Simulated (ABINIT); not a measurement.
# TlSnH3 (Pm-3m): zone-centre phonons

Which modes does TlSnH3 (Pm-3m) have at the zone centre?

Method: DFT LDA, scalar-relativistic, plane waves, HGH norm-conserving pseudopotentials, in ABINIT 10.8.3.

The structure was built from a prototype and need not be the compound's stable phase.

## (1) The structure

Symmetry: Pm-3m, No. 221, cubic system. Conventional cell: a = 4.802 Å, b = 4.802 Å, c = 4.802 Å, α = 90.00°, β = 90.00°, γ = 90.00°. Nearest to Tl lie 12 H at 3.40 Å. Nearest to Sn lie 6 H at 2.40 Å. H has 2 Sn at 2.40 Å nearest. Farther neighbours are not listed.

## (2) A probe with smearing

A first run with smearing and empty bands tells whether the crystal has a gap, which decides between fixed occupations and smearing later on.

Contents of probe.abi:

```
# ground state
tolvrs 1.0d-08
prtden 1
prtwf 1

# basis, mesh and filling
ecut 35.0
ixc 7
ngkpt 4 4 4
nshiftk 1
shiftk 0.0 0.0 0.0
istwfk *1
occopt 7
tsmear 0.005
nband 11
nstep 100
diemac 9.0
prtebands 0
prtgsr 0

# cell and atoms
acell 3*1.0 Angstrom
rprim 
    4.802 0.0 0.0
    0.0 4.802 0.0
    0.0 0.0 4.802
ntypat 3
znucl 81 50 1
natom 5
typat 1 2 3 3 3
xred 
    0.0 0.0 0.0
    0.5 0.5 0.5
    0.5 0.5 0.0
    0.5 0.0 0.5
    0.0 0.5 0.5
pp_dirpath "./pseudo"
pseudos "Tl.hgh, Sn.hgh, H.hgh"
```

Launch:

```sh
$ OMP_NUM_THREADS=1 mpirun -n 2 abinit probe.abi > probe.log
```

Numbers of over 12 decimals in the logs are rounded to 6 here.

probe.abo, the main output file:

```text
[banners, grids, parts of the stress and lines that vanish by symmetry left out]
- input  file    -> probe.abi
- output file    -> probe.abo
- root for input  files -> probei
[...]
Symmetries : space group Pm -3 m (#221); Bravais cP (primitive cubic)
[...]
mpw =        7441          nfft =      125000          nkpt =          10
[...]
== DATASET  1 ==================================================================
[...]
cutoff_energies: {ecut:  35.0, pawecutdg:  -1.0, }
[...]
Exchange-correlation functional for the present dataset will be:
  LDA: Perdew-Wang 92 LSD fit to Ceperley-Alder data - ixc=7
[...]
ETOT  1  -7.307781    -7.308E+00 1.332E-02 1.987E+02
 ETOT  2  -7.327958    -2.018E-02 1.311E-03 7.796E+00
 ETOT  3  -7.328382    -4.237E-04 5.980E-05 1.539E-01
 ETOT  4  -7.328400    -1.802E-05 8.426E-05 4.297E-03
 ETOT  5  -7.328401    -9.889E-07 7.974E-05 2.089E-04
 ETOT  6  -7.328401    -1.511E-08 1.280E-04 8.688E-06
 ETOT  7  -7.328401    -7.102E-10 9.532E-05 5.274E-08
 ETOT  8  -7.328401    -2.957E-12 1.096E-04 4.385E-10
 At SCF step    8       vres2   =  4.38E-10 < tolvrs=  1.00E-08 =>converged.
[...]
sigma(1 1)=  2.53686618E-04  sigma(3 2)=  0.00000000E+00
  sigma(2 2)=  2.53686618E-04  sigma(3 1)=  0.00000000E+00
  sigma(3 3)=  2.53686618E-04  sigma(2 1)=  0.00000000E+00
[...]
convergence: {deltae: -2.957E-12, res2:  4.385E-10, residm:  1.096E-04, diffor: null, }
etotal    :  -7.32840085E+00
[...]
sigma(1 1)=  2.53686618E-04  sigma(3 2)=  0.00000000E+00
  sigma(2 2)=  2.53686618E-04  sigma(3 1)=  0.00000000E+00
  sigma(3 3)=  2.53686618E-04  sigma(2 1)=  0.00000000E+00
[...]
- sigma(1 1)=  7.46371798E+00  sigma(3 2)=  0.00000000E+00
- sigma(2 2)=  7.46371798E+00  sigma(3 1)=  0.00000000E+00
- sigma(3 3)=  7.46371798E+00  sigma(2 1)=  0.00000000E+00
[...]
fcart     -0.0000000000E+00 -0.0000000000E+00 -0.0000000000E+00
           strten      2.5368661789E-04  2.5368661789E-04  2.5368661789E-04
================================================================================

[key lines of the parts left out:]
pressure_GPa:  -7.4637E+00
```

It took 10 s on 2 MPI ranks of Arm Neoverse V1, shared host.

Read from the output:

```yaml
volume_per_atom: 22.15 Å³
pressure: -7.464 GPa
gap_on_the_k_mesh: 0 eV
```

No gap opens on this mesh, so smearing is kept; the printed pressure holds the stress of the finite basis too.

## (3) Rough relaxation

The typed start is rough, so a first relaxation with smearing and loose thresholds takes it towards rest cheaply.

Contents of prerelax.abi:

```
# relaxation
ionmov 2
optcell 2
dilatmx 1.15
chkdilatmx 0
ntime 40
tolmxf 3.0d-04
tolvrs 1.0d-10
prtwf 0
prtden 0
chksymtnons 0

# basis, mesh and filling
ecut 35.0
ecutsm 3.0
ixc 7
ngkpt 4 4 4
nshiftk 1
shiftk 0.0 0.0 0.0
istwfk *1
occopt 7
tsmear 0.005
nband 11
nstep 100
diemac 1000000.0
prtebands 0
prtgsr 0

# cell and atoms
acell 3*1.0 Angstrom
rprim 
    4.802 0.0 0.0
    0.0 4.802 0.0
    0.0 0.0 4.802
ntypat 3
znucl 81 50 1
natom 5
typat 1 2 3 3 3
xred 
    0.0 0.0 0.0
    0.5 0.5 0.5
    0.5 0.5 0.0
    0.5 0.0 0.5
    0.0 0.5 0.5
pp_dirpath "./pseudo"
pseudos "Tl.hgh, Sn.hgh, H.hgh"
```

Launch:

```sh
$ OMP_NUM_THREADS=1 mpirun -n 2 abinit prerelax.abi > prerelax.log
```

prerelax.abo, the main output file:

```text
[banners, grids, parts of the stress and lines that vanish by symmetry left out]
- input  file    -> prerelax.abi
- output file    -> prerelax.abo
- root for input  files -> prerelaxi
[...]
Symmetries : space group Pm -3 m (#221); Bravais cP (primitive cubic)
[...]
mpw =       11296          nfft =      216000          nkpt =          10
[...]
== DATASET  1 ==================================================================
[...]
cutoff_energies: {ecut:  35.0, pawecutdg:  -1.0, }
[...]
Exchange-correlation functional for the present dataset will be:
  LDA: Perdew-Wang 92 LSD fit to Ceperley-Alder data - ixc=7
[...]
ETOT  1  -7.308527    -7.309E+00 1.648E-02 3.505E+02
 ETOT  2  -7.326794    -1.827E-02 7.106E-04 3.417E+01
 ETOT  3  -7.327981    -1.187E-03 7.502E-05 5.513E-01
 ETOT  4  -7.328014    -3.295E-05 1.008E-04 1.428E-02
 ETOT  5  -7.328015    -1.050E-06 7.038E-05 4.086E-04
[...]
ETOT  6  -7.378939    -1.696E-13 6.359E-15 6.831E-11
 At SCF step    6       vres2   =  6.83E-11 < tolvrs=  1.00E-10 =>converged.
[...]
sigma(1 1)=  1.98560345E-07  sigma(3 2)=  0.00000000E+00
  sigma(2 2)=  1.98560345E-07  sigma(3 1)=  0.00000000E+00
  sigma(3 3)=  1.98560345E-07  sigma(2 1)=  0.00000000E+00
[...]
convergence: {deltae: -1.696E-13, res2:  6.831E-11, residm:  6.359E-15, diffor: null, }
etotal    :  -7.37893854E+00
[...]
At Broyd/MD step   8, gradients are converged :
[...]
sigma(1 1)=  1.98560345E-07  sigma(3 2)=  0.00000000E+00
  sigma(2 2)=  1.98560345E-07  sigma(3 1)=  0.00000000E+00
  sigma(3 3)=  1.98560345E-07  sigma(2 1)=  0.00000000E+00
[...]
- sigma(1 1)=  5.84184704E-03  sigma(3 2)=  0.00000000E+00
- sigma(2 2)=  5.84184704E-03  sigma(3 1)=  0.00000000E+00
- sigma(3 3)=  5.84184704E-03  sigma(2 1)=  0.00000000E+00
[...]
fcart     -0.0000000000E+00 -0.0000000000E+00 -0.0000000000E+00
           strten      1.9856034520E-07  1.9856034520E-07  1.9856034520E-07
================================================================================

[key lines of the parts left out:]
pressure_GPa:  -5.8418E-03
Total energy (etotal) [Ha]= -7.37893854139729E+00
```

Run time: 2 min. Hardware: 2 MPI ranks.

Relaxation path:

```
step  energy less that of the first step (eV)  largest force (eV/Å)  volume (Å³)
   1                                   0.0000                0.0000       110.73
   2                                  -0.1086                0.0000       108.30
   3                                  -0.8294                0.0000        55.12
   4                                  -1.2081                0.0000        79.73
   5                                  -1.3654                0.0000        71.80
   6                                  -1.3813                0.0000        67.18
   7                                  -1.3856                0.0000        68.75
   8                                  -1.3857                0.0000        68.57
```

```
     cell as run  before  after   change
           a (Å)   4.802  4.093  -14.8 %
           b (Å)   4.802  4.093  -14.8 %
           c (Å)   4.802  4.093  -14.8 %
volume (Å³/atom)   22.15  13.71  -38.1 %
```

The relaxed structure:

```
Tl Sn H
1.0
     4.09294    0.00000    0.00000
     0.00000    4.09294    0.00000
     0.00000    0.00000    4.09294
Tl Sn H
1 1 3
Cartesian
  0.0000 0.0000 0.0000
  2.0465 2.0465 2.0465
  2.0465 2.0465 0.0000
  2.0465 0.0000 2.0465
  0.0000 2.0465 2.0465
```

Read from the output:

- volume per atom: 13.71 Å³
- pressure: -0.005842 GPa

The volume changes by -38.1 % in this run and stands -38.1 % from the first cell.

## (4) Rough relaxation

The cell changed much, so the rough relaxation is repeated on a basis made for the new cell.

prerelax.abi, as its differences from that of step 3:

```diff
@@ -31,5 +31,5 @@
 rprim 
-    4.802 0.0 0.0
-    0.0 4.802 0.0
-    0.0 0.0 4.802
+    4.092939038 0.0 0.0
+    0.0 4.092939038 0.0
+    0.0 0.0 4.092939038
 ntypat 3
```

prerelax.abo, the main output file:

```text
[banners, grids, parts of the stress and lines that vanish by symmetry left out]
- input  file    -> prerelax.abi
- output file    -> prerelax.abo
- root for input  files -> prerelaxi
[...]
Symmetries : space group Pm -3 m (#221); Bravais cP (primitive cubic)
[...]
mpw =        6984          nfft =      110592          nkpt =          10
[...]
== DATASET  1 ==================================================================
[...]
cutoff_energies: {ecut:  35.0, pawecutdg:  -1.0, }
[...]
Exchange-correlation functional for the present dataset will be:
  LDA: Perdew-Wang 92 LSD fit to Ceperley-Alder data - ixc=7
[...]
ETOT  1  -7.347444    -7.347E+00 2.850E-02 3.001E+02
 ETOT  2  -7.378796    -3.135E-02 5.613E-05 2.998E+00
 ETOT  3  -7.378927    -1.309E-04 5.035E-06 1.918E-01
 ETOT  4  -7.378938    -1.150E-05 1.647E-06 4.682E-03
 ETOT  5  -7.378939    -3.047E-07 5.815E-08 1.478E-04
 ETOT  6  -7.378939    -8.805E-09 1.115E-08 6.529E-07
 ETOT  7  -7.378939    -4.692E-11 4.310E-10 5.940E-08
 ETOT  8  -7.378939    -4.376E-12 1.438E-10 2.640E-09
 ETOT  9  -7.378939    -6.430E-13 5.518E-12 1.971E-11
 At SCF step    9       vres2   =  1.97E-11 < tolvrs=  1.00E-10 =>converged.
[...]
sigma(1 1)=  1.98742968E-07  sigma(3 2)=  0.00000000E+00
  sigma(2 2)=  1.98742968E-07  sigma(3 1)=  0.00000000E+00
  sigma(3 3)=  1.98742968E-07  sigma(2 1)=  0.00000000E+00
[...]
convergence: {deltae: -6.430E-13, res2:  1.971E-11, residm:  5.518E-12, diffor: null, }
etotal    :  -7.37893854E+00
[...]
At Broyd/MD step   1, gradients are converged :
[...]
sigma(1 1)=  1.98742968E-07  sigma(3 2)=  0.00000000E+00
  sigma(2 2)=  1.98742968E-07  sigma(3 1)=  0.00000000E+00
  sigma(3 3)=  1.98742968E-07  sigma(2 1)=  0.00000000E+00
[...]
- sigma(1 1)=  5.84721998E-03  sigma(3 2)=  0.00000000E+00
- sigma(2 2)=  5.84721998E-03  sigma(3 1)=  0.00000000E+00
- sigma(3 3)=  5.84721998E-03  sigma(2 1)=  0.00000000E+00
[...]
fcart     -0.0000000000E+00 -0.0000000000E+00 -0.0000000000E+00
           strten      1.9874296763E-07  1.9874296763E-07  1.9874296763E-07
================================================================================

[key lines of the parts left out:]
pressure_GPa:  -5.8472E-03
Total energy (etotal) [Ha]= -7.37893854148123E+00
```

It took 8.9 s on 2 MPI ranks.

Little changed from the start: no atom moved by 0.005 Å and no cell edge by 0.1 %.

Numbers from this step:

```yaml
pressure: -0.005847 GPa
```

The volume changes by +0.0 % in this run and stands -38.1 % from the first cell.

## (5) Relaxation

The harmonic expansion needs vanishing forces, and a free crystal bears no stress, so cell and atoms are brought to rest. Stress is more sensitive to the basis than forces are: the last 3 Ha under the cutoff are smoothed with ecutsm, and the cutoff is raised above that of the later runs.

Contents of relax.abi:

```
# relaxation
ionmov 2
optcell 2
dilatmx 1.08
ntime 40
tolmxf 1.0d-05
tolvrs 1.0d-14
prtwf 0
prtden 0
chksymtnons 0

# basis, mesh and filling
ecut 43.0
ecutsm 3.0
ixc 7
ngkpt 6 6 6
nshiftk 1
shiftk 0.0 0.0 0.0
istwfk *1
occopt 6
tsmear 0.01
nband 11
nstep 100
diemac 1000000.0
prtebands 0
prtgsr 0

# cell and atoms
acell 3*1.0 Angstrom
rprim 
    4.092939041 0.0 0.0
    0.0 4.092939041 0.0
    0.0 0.0 4.092939041
ntypat 3
znucl 81 50 1
natom 5
typat 1 2 3 3 3
xred 
    0.0 0.0 0.0
    0.5 0.5 0.5
    0.5 0.5 0.0
    0.5 0.0 0.5
    0.0 0.5 0.5
pp_dirpath "./pseudo"
pseudos "Tl.hgh, Sn.hgh, H.hgh"
```

Launch:

```sh
$ OMP_NUM_THREADS=1 mpirun -n 2 abinit relax.abi > relax.log
```

relax.abo, the main output file:

```text
[banners, grids, parts of the stress and lines that vanish by symmetry left out]
- input  file    -> relax.abi
- output file    -> relax.abo
- root for input  files -> relaxi
[...]
Symmetries : space group Pm -3 m (#221); Bravais cP (primitive cubic)
[...]
mpw =        7881          nfft =      125000          nkpt =          20
[...]
== DATASET  1 ==================================================================
[...]
cutoff_energies: {ecut:  43.0, pawecutdg:  -1.0, }
[...]
Exchange-correlation functional for the present dataset will be:
  LDA: Perdew-Wang 92 LSD fit to Ceperley-Alder data - ixc=7
[...]
ETOT  1  -7.363039    -7.363E+00 2.714E-02 2.982E+02
 ETOT  2  -7.387201    -2.416E-02 2.422E-03 9.001E+00
 ETOT  3  -7.387634    -4.328E-04 3.515E-03 2.078E-01
 ETOT  4  -7.387649    -1.514E-05 9.863E-05 5.364E-03
 ETOT  5  -7.387650    -3.474E-07 5.137E-05 4.376E-05
[...]
At SCF step   10       vres2   =  2.21E-15 < tolvrs=  1.00E-14 =>converged.
[...]
sigma(1 1)=  6.73395441E-06  sigma(3 2)=  0.00000000E+00
  sigma(2 2)=  6.73395441E-06  sigma(3 1)=  0.00000000E+00
  sigma(3 3)=  6.73395441E-06  sigma(2 1)=  0.00000000E+00
[...]
convergence: {deltae:  2.842E-14, res2:  2.213E-15, residm:  1.490E-06, diffor: null, }
etotal    :  -7.38764955E+00
[...]
ETOT  1  -7.387651    -7.388E+00 4.122E-06 1.633E-03
[...]
At SCF step    7       vres2   =  9.00E-15 < tolvrs=  1.00E-14 =>converged.
[...]
sigma(1 1)=  5.84951415E-06  sigma(3 2)=  0.00000000E+00
  sigma(2 2)=  5.84951415E-06  sigma(3 1)=  0.00000000E+00
  sigma(3 3)=  5.84951415E-06  sigma(2 1)=  0.00000000E+00
[...]
convergence: {deltae:  2.087E-13, res2:  8.996E-15, residm:  6.656E-07, diffor: null, }
etotal    :  -7.38765131E+00
[...]
ETOT  1  -7.387650    -7.388E+00 2.911E-03 7.059E-02
[...]
ETOT  7  -7.387657    -3.118E-13 4.381E-07 3.539E-13
 ETOT  8  -7.387657    -3.286E-14 1.875E-07 2.413E-15
 At SCF step    8       vres2   =  2.41E-15 < tolvrs=  1.00E-14 =>converged.
[...]
sigma(1 1)= -3.66129161E-08  sigma(3 2)=  0.00000000E+00
  sigma(2 2)= -3.66129161E-08  sigma(3 1)=  0.00000000E+00
  sigma(3 3)= -3.66129161E-08  sigma(2 1)=  0.00000000E+00
[...]
convergence: {deltae: -3.286E-14, res2:  2.413E-15, residm:  1.875E-07, diffor: null, }
etotal    :  -7.38765669E+00
[...]
At Broyd/MD step   3, gradients are converged :
[...]
sigma(1 1)= -3.66129161E-08  sigma(3 2)=  0.00000000E+00
  sigma(2 2)= -3.66129161E-08  sigma(3 1)=  0.00000000E+00
  sigma(3 3)= -3.66129161E-08  sigma(2 1)=  0.00000000E+00
[...]
- sigma(1 1)= -1.07718918E-03  sigma(3 2)=  0.00000000E+00
- sigma(2 2)= -1.07718918E-03  sigma(3 1)=  0.00000000E+00
- sigma(3 3)= -1.07718918E-03  sigma(2 1)=  0.00000000E+00
[...]
fcart     -0.0000000000E+00 -0.0000000000E+00 -0.0000000000E+00
           strten     -3.6612916110E-08 -3.6612916109E-08 -3.6612916109E-08
================================================================================

[key lines of the parts left out:]
pressure_GPa:   1.0772E-03
Total energy (etotal) [Ha]= -7.38765668779469E+00
```

It took 59 s on 2 MPI ranks; 2 min of CPU time.

The steps of the relaxation:

```
step  energy less that of the first step (eV)  largest force (eV/Å)  volume (Å³)
   1                                   0.0000                0.0000        68.57
   2                                   0.0000                0.0000        68.52
   3                                  -0.0002                0.0000        68.25
```

```
conventional cell, symmetrised  before  after  change
                         a (Å)   4.093  4.087  -0.2 %
                         b (Å)   4.093  4.087  -0.2 %
                         c (Å)   4.093  4.087  -0.2 %
              volume (Å³/atom)   13.71  13.65  -0.5 %
```

The relaxed structure:

```xyz
5
Lattice="4.0867 0.0000 0.0000 0.0000 4.0867 0.0000 0.0000 0.0000 4.0867" Properties=species:S:1:pos:R:3 pbc="T T T"
Tl    0.0000    0.0000    0.0000
Sn    2.0433    2.0433    2.0433
H     2.0433    2.0433    0.0000
H     2.0433    0.0000    2.0433
H     0.0000    2.0433    2.0433
```

Read from the output:

| Property | Result |
| --- | --- |
| volume per atom | 13.65 Å³ |
| pressure | 0.001077 GPa |

The volume changes by -0.5 % in this run and stands -38.4 % from the first cell.

## (6) Ground state

First-order wavefunctions inherit every error of the ground state, hence the very tight tolvrs. Smearing stays on, as the first look found no gap above 0.3 eV.

Contents of gs.abi:

```
# ground state
tolvrs 1.0d-16
prtden 1
prtwf 1

# basis, mesh and filling
ecut 35.0
ixc 7
ngkpt 6 6 6
nshiftk 1
shiftk 0.0 0.0 0.0
istwfk *1
occopt 6
tsmear 0.01
nband 11
nstep 100
diemac 1000000.0
prtebands 0
prtgsr 0

# cell and atoms
acell 3*1.0 Angstrom
rprim 
    4.086668699 0.0 0.0
    0.0 4.086668699 0.0
    0.0 0.0 4.086668699
ntypat 3
znucl 81 50 1
natom 5
typat 1 2 3 3 3
xred 
    0.0 0.0 0.0
    0.5 0.5 0.5
    0.5 0.5 0.0
    0.5 0.0 0.5
    0.0 0.5 0.5
pp_dirpath "./pseudo"
pseudos "Tl.hgh, Sn.hgh, H.hgh"
```

Launch:

```sh
$ OMP_NUM_THREADS=1 mpirun -n 2 abinit gs.abi > gs.log
```

gs.abo, the main output file:

```text
[banners, grids, parts of the stress and lines that vanish by symmetry left out]
- input  file    -> gs.abi
- output file    -> gs.abo
- root for input  files -> gsi
[...]
Symmetries : space group Pm -3 m (#221); Bravais cP (primitive cubic)
[...]
mpw =        4632          nfft =       91125          nkpt =          20
[...]
== DATASET  1 ==================================================================
[...]
cutoff_energies: {ecut:  35.0, pawecutdg:  -1.0, }
[...]
Exchange-correlation functional for the present dataset will be:
  LDA: Perdew-Wang 92 LSD fit to Ceperley-Alder data - ixc=7
[...]
ETOT  1  -7.361432    -7.361E+00 2.083E-02 2.266E+02
 ETOT  2  -7.385821    -2.439E-02 1.067E-03 5.529E+00
 ETOT  3  -7.386165    -3.442E-04 8.398E-04 1.672E-01
 ETOT  4  -7.386180    -1.479E-05 5.753E-04 3.205E-03
 ETOT  5  -7.386180    -3.340E-07 3.335E-04 3.204E-05
[...]
ETOT 10  -7.386180     3.482E-13 2.264E-06 1.146E-15
 ETOT 11  -7.386180    -4.707E-14 1.065E-06 2.084E-17
 At SCF step   11       vres2   =  2.08E-17 < tolvrs=  1.00E-16 =>converged.
[...]
sigma(1 1)=  1.37626716E-05  sigma(3 2)=  0.00000000E+00
  sigma(2 2)=  1.37626716E-05  sigma(3 1)=  0.00000000E+00
  sigma(3 3)=  1.37626716E-05  sigma(2 1)=  0.00000000E+00
[...]
convergence: {deltae: -4.707E-14, res2:  2.084E-17, residm:  1.065E-06, diffor: null, }
etotal    :  -7.38617998E+00
[...]
sigma(1 1)=  1.37626716E-05  sigma(3 2)=  0.00000000E+00
  sigma(2 2)=  1.37626716E-05  sigma(3 1)=  0.00000000E+00
  sigma(3 3)=  1.37626716E-05  sigma(2 1)=  0.00000000E+00
[...]
- sigma(1 1)=  4.04911778E-01  sigma(3 2)=  0.00000000E+00
- sigma(2 2)=  4.04911778E-01  sigma(3 1)=  0.00000000E+00
- sigma(3 3)=  4.04911778E-01  sigma(2 1)=  0.00000000E+00
[...]
fcart     -0.0000000000E+00 -0.0000000000E+00 -0.0000000000E+00
           strten      1.3762671613E-05  1.3762671613E-05  1.3762671613E-05
================================================================================

[key lines of the parts left out:]
pressure_GPa:  -4.0491E-01
```

The job ended after 18 s (2 MPI ranks; 36 s of CPU time).

This step gave:

- pressure: -0.4049 GPa

The cell stands at -0.40 GPa: the relaxation ran with a smoothed and higher cutoff, and the difference is a stress of the finite basis.

[end of part 1 of 3]

[Host names and launcher messages were left out of these logs when they were recorded.]

[Logs are printed without paths, hosts, clocks, repeated set-up lines and the standing remarks that a program may print on its own settings, such as how far it seeks lower states.]

[Hosts, paths, dates, database ids (printed as entryN), source tags and the programs' standing remarks are cut or masked in the printed files.]
